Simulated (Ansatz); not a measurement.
## C in place of B at several sites of BN(111) slab, H on both faces (150 atoms)

Aim: make C in place of B at several sites of BN(111) slab, H on both faces (150 atoms), relax each, and compare their energies.

Calculated with Ansatz 0.2.0; Kohn-Sham DFT, LDA, PAW (set soft_2), plane waves.

## (1) Set-up

The cell holds 150 atoms: 50 B, 50 N and 50 H. Cell: a = 12.784 Å, b = 12.784 Å, c = 16.820 Å, α = 90.0°, β = 90.0°, γ = 60.0°. It derives from BN (zinc-blende). Zinc-blende BN (a = 3.616 Å), (111) slab of 4 atomic planes, 5 x 5 surface cells, H on the broken bonds of both faces, 12 Å of vacuum; displaced by a Gaussian of 0.02 Å. Regions: slab, 100 atoms (50 B and 50 N); hydrogen, 50 atoms (50 H). Vacuum lies along c.

What the set-up can't give: The Brillouin zone is sampled at Γ only, in a cell whose shortest periodic width is 11 Å.

## (2) Single point at the start

The forces at the start show how far the geometry lies from a minimum of this functional.

Input file input.yaml:

```yaml
crystal:
  lattice:
    - [12.78449, 0.0, 0.0]
    - [6.39225, 11.07169, 0.0]
    - [0.0, 0.0, 16.81962]
  atoms:
    - { symbol: B, position: [0.1295, 0.13885, 0.44962] }
    - { symbol: "N", position: [0.00049, 0.99988, 0.41839] }
    - { symbol: B, position: [0.06795, 0.0644, 0.57383] }
    - { symbol: "N", position: [0.13342, 0.13304, 0.54183] }
    - { symbol: B, position: [0.13549, 0.33168, 0.44454] }
    - { symbol: "N", position: [0.00255, 0.19823, 0.41733] }
    - { symbol: B, position: [0.06745, 0.26508, 0.57352] }
    - { symbol: "N", position: [0.13165, 0.33586, 0.54423] }
    - { symbol: B, position: [0.13483, 0.53376, 0.44843] }
    - { symbol: "N", position: [0.00126, 0.39914, 0.41835] }
    - { symbol: B, position: [0.06411, 0.46793, 0.57096] }
    - { symbol: "N", position: [0.13317, 0.53404, 0.54204] }
    - { symbol: B, position: [0.13143, 0.73184, 0.44868] }
    - { symbol: "N", position: [0.00056, 0.60199, 0.41824] }
    - { symbol: B, position: [0.06689, 0.66792, 0.5743] }
    - { symbol: "N", position: [0.1325, 0.73302, 0.54149] }
    - { symbol: B, position: [0.13799, 0.93402, 0.45051] }
    - { symbol: "N", position: [0.99962, 0.80424, 0.4167] }
    - { symbol: B, position: [0.06638, 0.86497, 0.57414] }
    - { symbol: "N", position: [0.13609, 0.93145, 0.54499] }
    - { symbol: B, position: [0.33201, 0.13536, 0.44839] }
    - { symbol: "N", position: [0.20005, 0.00016, 0.41886] }
    - { symbol: B, position: [0.26431, 0.06763, 0.57191] }
    - { symbol: "N", position: [0.33302, 0.13296, 0.53895] }
    - { symbol: B, position: [0.33303, 0.33429, 0.44883] }
    - { symbol: "N", position: [0.2025, 0.19832, 0.41654] }
    - { symbol: B, position: [0.26427, 0.2681, 0.57344] }
    - { symbol: "N", position: [0.33569, 0.33328, 0.54273] }
    - { symbol: B, position: [0.33013, 0.53456, 0.44768] }
    - { symbol: "N", position: [0.20125, 0.39965, 0.41719] }
    - { symbol: B, position: [0.26466, 0.46803, 0.57231] }
    - { symbol: "N", position: [0.33209, 0.53236, 0.54106] }
    [... 112 atom lines left out ...]
    - { symbol: H, position: [0.79773, 0.3997, 0.36007] }
    - { symbol: H, position: [0.86591, 0.46391, 0.64473] }
    - { symbol: H, position: [0.80202, 0.59936, 0.35637] }
    - { symbol: H, position: [0.8659, 0.66933, 0.64388] }
    - { symbol: H, position: [0.79874, 0.79905, 0.35551] }
    - { symbol: H, position: [0.86581, 0.86788, 0.64574] }
kpoints:
  mp_grid: { grid: [1, 1, 1] }
hamiltonian:
  xc: lda
scf:
  occupations: { method: fermi_dirac, width: 0.025 }
output:
  forces: true
```

Started as:

```sh
$ ansatz run input.yaml --threads 4 --pin off --max-ram 8192MiB --backend cpu --events-out ev --progress --plain --runs-dir out
```

Numbers of over 12 decimals in the logs are rounded to 6 here.

The log of the run:

```text
Engine: ansatz 0.2.0, aarch64-unknown-linux-gnu
Pseudopotentials: kind: paw
Pseudopotential: B, paw, valence charge 3, recommended cutoff 420 eV (normal), B.paw.azcp
Pseudopotential: N, paw, valence charge 5, recommended cutoff 420 eV (normal), N.paw.azcp
Pseudopotential: H, paw, valence charge 1, recommended cutoff 420 eV (normal), H.paw.azcp
[... 3 lines on functional and potentials left out ...]
Crystal: 150 atoms, lattice volume = 2380.748 Å³
Basis set: ecut = 420 eV, 46521 PW (Γ)
Bands: 375, of which v1, the nominal top of the filled ones, is band 225 counted from 1 (224 counted from 0)
Symmetry: 1 space group operations
Space group: P1 (ITA 1), of the structure as read, at distance tolerance 1.3e-4 Å
k-points: 1
[... 9 lines on functional and potentials left out ...]
Initial density: superposition of atomic densities (neutral atoms: chi_scale 0, normalization atom), corrected by the library's trained network
Initial wavefunctions: pseudopotential atomic-orbital guess
Functional: x = slater, c = lda
SCF iter   1: F=—  HF=-27080.990286 eV  |F-HF|=—  |Δ(HF+E_count)|=         —  Δρ=7.52e-3  dr2=5.50e0  ethr=1.77e-3  ⟨swp⟩=9.0  Hψ=2256  notcnv=0  defer=105
preconditioner: auto → Resta (q_TF=auto, 2.067 Å⁻¹)  ε∞=2.1  [insulator: Δε(μ)=1.910 eV  Ē_g=15.558 eV  σ=0.025 eV  W_gap=1.00  n_scr=340 (ndim 8)  ℏωp=16.1 eV  f_vac=0.579  D(μ)=0.00/eV (n_scr^D=0)  ε∞_Penn≈2.1  vacuum switching on, ρ_ref=1.8e-2 e/Å³]
SCF iter   2: F=—  HF=-27079.579738 eV  |F-HF|=—  |Δ(HF+E_count)|=    1.41e0  Δρ=5.17e-3  dr2=3.52e-1  ethr=1.22e-3  ⟨swp⟩=2.0  Hψ=501  notcnv=0  defer=137
SCF iter   3: F=—  HF=-27079.512661 eV  |F-HF|=—  |Δ(HF+E_count)|=   6.71e-2  Δρ=2.25e-3  dr2=6.59e-2  ethr=7.83e-5  ⟨swp⟩=2.0  Hψ=389  notcnv=0  defer=28
automatic band count: iteration 3 solves 260 bands in place of 375: the levels show a gap, and the empty bands left out lie too high to hold charge; the band table lists the bands solved (type scf.n_extra_bands for more)
SCF iter   4: F=—  HF=-27079.503215 eV  |F-HF|=—  |Δ(HF+E_count)|=   9.45e-3  Δρ=7.74e-4  dr2=1.31e-2  ethr=1.46e-5  ⟨swp⟩=2.0  Hψ=430  notcnv=0  defer=28
SCF iter   5: F=—  HF=-27079.500081 eV  |F-HF|=—  |Δ(HF+E_count)|=   3.13e-3  Δρ=1.45e-4  dr2=6.36e-4  ethr=2.92e-6  ⟨swp⟩=2.0  Hψ=438  notcnv=0  defer=28
SCF iter   6: F=—  HF=-27079.500077 eV  |F-HF|=—  |Δ(HF+E_count)|=   3.13e-6  Δρ=5.06e-5  dr2=8.79e-5  ethr=1.41e-7  ⟨swp⟩=3.0  Hψ=457  notcnv=0  defer=28
SCF iter   7: F=—  HF=-27079.498688 eV  |F-HF|=—  |Δ(HF+E_count)|=   1.39e-3  Δρ=1.48e-5  dr2=6.39e-6  ethr=1.95e-8  ⟨swp⟩=2.0  Hψ=443  notcnv=0  defer=28
SCF iter   8: F=—  HF=-27079.498690 eV  |F-HF|=—  |Δ(HF+E_count)|=   2.41e-6  Δρ=4.81e-6  dr2=5.16e-7  ethr=1.42e-9  ⟨swp⟩=2.0  Hψ=415  notcnv=0  defer=28
SCF iter   9: F=-27079.498690 eV  HF=-27079.498690 eV  |F-HF|=3.85e-8  |Δ(HF+E_count)|=   1.17e-7  Δρ=1.82e-6  dr2=7.66e-8  ethr=2.22e-11  ⟨swp⟩=5.0  Hψ=1132  notcnv=0
SCF 1 converged in 9 iterations: F = -27079.498690 eV  dr2 = 7.66e-8
  greatest PAW one-centre occupation: 0.793 electrons in one spin orbital (limit 2), on the N atom at site 49 (counted from 0), in its partial waves of l = 0
SCF converged after 9 iterations
Free energy (F): -27079.498690 eV
Harris-Foulkes:  -27079.498690 eV  (|F-HF|=3.85e-8)
Internal energy: -27079.498690 eV  (E = F + TS)
E sigma→0 (E₀):  -27079.498690 eV
Fermi energy:    -0.099777 eV
--- Per-component energies (eV) ---
  E_band       = -3806.489297
  E_kinetic    = 9920.409119
  E_local      = -200308.586585  (includes V_loc(G=0)·N_el)
  E_nonlocal   = 3026.837345
  E_hartree    = 95555.401218
  E_xc         = -5045.921997
  E_vxc        = -6322.606834  (∫ρ·V_xc dr)
  E_paw        = -9595.228726  (= ΣΔE_a)
  E_vpaw       = -1233.308505  (= ΣTr[D̂ρ^β])
  E_aug_tail   = -0.059676  (compensation charges beyond the density's cutoff)
  E_ewald      = 79361.356696
  E_core_change = 6.293916  (= ΣΔE_core)
  E_smearing   = -0.000000  (= −TS)
  E_closure    = 0.000000  (closes the sum)
  Σ components = -27079.498690   (vs F -27079.498690, Δ=0.00e0)
--- Forces (eV/Å), atoms counted from 1 ---
  atom   1  B      1.00600311    -1.98419869     1.27709194
  atom   2  N      0.49436829     0.56953311     0.11164872
  atom   3  B     -0.27521652     0.64687670    -1.38142129
  atom   4  N     -0.42322322     0.41088987    -1.79715518
  atom   5  B     -0.08838512     0.58756247     3.32773448
  atom   6  N     -0.86206774     1.05437758    -1.21218970
  atom   7  B      0.32922169     0.63823628     0.51022563
  atom   8  N      0.10833013    -0.98162390    -3.25762347
  atom   9  B     -0.52049639     0.02733346     1.52010498
  atom  10  N      0.03467304     0.17859417    -0.18038271
  atom  11  B      0.59831564    -0.01926200     1.88621615
  atom  12  N     -0.34609231     0.23408410    -2.10239859
  atom  13  B      0.97874140     0.97005889     1.17183452
  atom  14  N     -0.50632836    -0.41760075    -0.07732222
[...]
atom 149  H      0.17177138     0.05110644     0.33815910
  atom 150  H      0.09725889     0.02943649    -0.03601465
  max |Σ_I F_I| component: 4.71e-4 eV/Å
```

The job ended after 20 s (4 threads of Arm Neoverse V1, shared host; peak memory 2.5 GiB).

The r.m.s. force at the start is 1.0 eV/Å.

## (3) Relaxation

With the cell held, the atoms are moved downhill towards a nearby minimum.

Input file input.yaml:

```yaml
crystal:
  lattice:
    - [12.78449, 0.0, 0.0]
    - [6.39225, 11.07169, 0.0]
    - [0.0, 0.0, 16.81962]
  atoms:
    [... the 150 atom lines of step 2 ...]
kpoints:
  mp_grid: { grid: [1, 1, 1] }
hamiltonian:
  xc: lda
scf:
  occupations: { method: fermi_dirac, width: 0.025 }
output:
  forces: true
relax:
  f_tol: 0.05
  max_steps: 120
```

The log of the run:

```text
[...]
Crystal: 150 atoms, lattice volume = 2380.748 Å³
Basis set: ecut = 420 eV, 46521 PW (Γ)
Bands: 375, of which v1, the nominal top of the filled ones, is band 225 counted from 1 (224 counted from 0)
Symmetry: 1 space group operations
[...]
k-points: 1
[...]
SCF iter   1: F=—  HF=-27080.990283 eV  |F-HF|=—  |Δ(HF+E_count)|=         —  Δρ=7.52e-3  dr2=5.50e0  ethr=1.77e-3  ⟨swp⟩=9.0  Hψ=2256  notcnv=0  defer=105
[...]
SCF iter   7: F=-27079.498687 eV  HF=-27079.498687 eV  |F-HF|=3.80e-7  |Δ(HF+E_count)|=   5.98e-6  Δρ=1.52e-5  dr2=7.11e-6  ethr=1.39e-8  ⟨swp⟩=4.0  Hψ=1012  notcnv=0
SCF 1 converged in 7 iterations: F = -27079.498687 eV  dr2 = 7.11e-6
[...]
relax step   1: F+E_penalty+E_count = -27079.49868698 eV  Δ(F+E_penalty+E_count) = +0.000e0 eV  max|allowed force component| = 6.550e0 eV/Å  Δτ_max = 0.0000 Å  (7 SCF iters, dr2 threshold 6.25e-5 eV, accepted)
[...]
relax step   2: F+E_penalty+E_count = -27083.21695915 eV  Δ(F+E_penalty+E_count) = -3.718e0 eV  max|allowed force component| = 2.056e0 eV/Å  Δτ_max = 0.0721 Å  (6 SCF iters, dr2 threshold 1.00e-4 eV, accepted)
[...]
relax step   3: F+E_penalty+E_count = -27084.19208677 eV  Δ(F+E_penalty+E_count) = -9.751e-1 eV  max|allowed force component| = 7.004e-2 eV/Å  Δτ_max = 0.0536 Å  (6 SCF iters, dr2 threshold 1.00e-4 eV, accepted)
[...]
relax step   4: F+E_penalty+E_count = -27084.19410441 eV  Δ(F+E_penalty+E_count) = -2.018e-3 eV  max|allowed force component| = 2.212e-3 eV/Å  Δτ_max = 0.0052 Å  (6 SCF iters, accepted)
SCF converged after 6 iterations
Free energy (F): -27084.194104 eV
[...]
Internal energy: -27084.194104 eV  (E = F + TS)
E sigma→0 (E₀):  -27084.194104 eV
Fermi energy:    -0.104723 eV
[...]
--- Forces (eV/Å), atoms counted from 1 ---
  atom   1  B      0.00083714    -0.00042257     0.00028221
  atom   2  N     -0.00010885    -0.00014138    -0.00056453
  atom   3  B     -0.00012299     0.00063637     0.00026823
  atom   4  N     -0.00111932    -0.00045912    -0.00003945
  atom   5  B      0.00138760    -0.00098631     0.00029636
  atom   6  N     -0.00013168     0.00039324    -0.00105890
  atom   7  B      0.00093148     0.00027919     0.00080433
  atom   8  N     -0.00041639     0.00025503    -0.00089968
  atom   9  B      0.00069393    -0.00029395    -0.00005045
  atom  10  N     -0.00050159     0.00031873    -0.00143439
  atom  11  B      0.00078519    -0.00098086     0.00094914
  atom  12  N     -0.00045663     0.00090619    -0.00021212
  atom  13  B     -0.00036752    -0.00058208     0.00089878
  atom  14  N     -0.00011401     0.00013612    -0.00158994
[...]
atom 149  H     -0.00007388     0.00013916     0.00074758
  atom 150  H      0.00006433     0.00010070    -0.00125726
  max |Σ_I F_I| component: 6.03e-5 eV/Å
--- Relaxed structure (4 steps of the walk, 4 accepted, 0 SCFs on fresh bases) ---
  F+E_penalty+E_count = -27084.19410441 eV   max|allowed force component| = 2.212e-3 eV/Å
  atoms:
    - { symbol: B, position: [0.133193, 0.133700, 0.450372] }
    - { symbol: N, position: [-0.000126588, 1.000359, 0.418604] }
    - { symbol: B, position: [0.066538, 0.067015, 0.571565] }
    - { symbol: N, position: [0.133198, 0.133695, 0.539012] }
[...]
- { symbol: H, position: [0.866524, 0.867035, 0.643260] }
```

It took 63 s on 4 threads; peak memory 2.5 GiB; 4 min of CPU time.

The relaxation converged after 4 steps, 4.70 eV below its start, with a largest force component of 0.0022 eV/Å.

[end of part 1 of 2]

[Logs are printed without paths, hosts, clocks, repeated set-up lines and the standing remarks that a program may print on its own settings, such as how far it seeks lower states.]

[Hosts, paths, dates, database ids (printed as entryN), source tags and the programs' standing remarks are cut or masked in the printed files.]
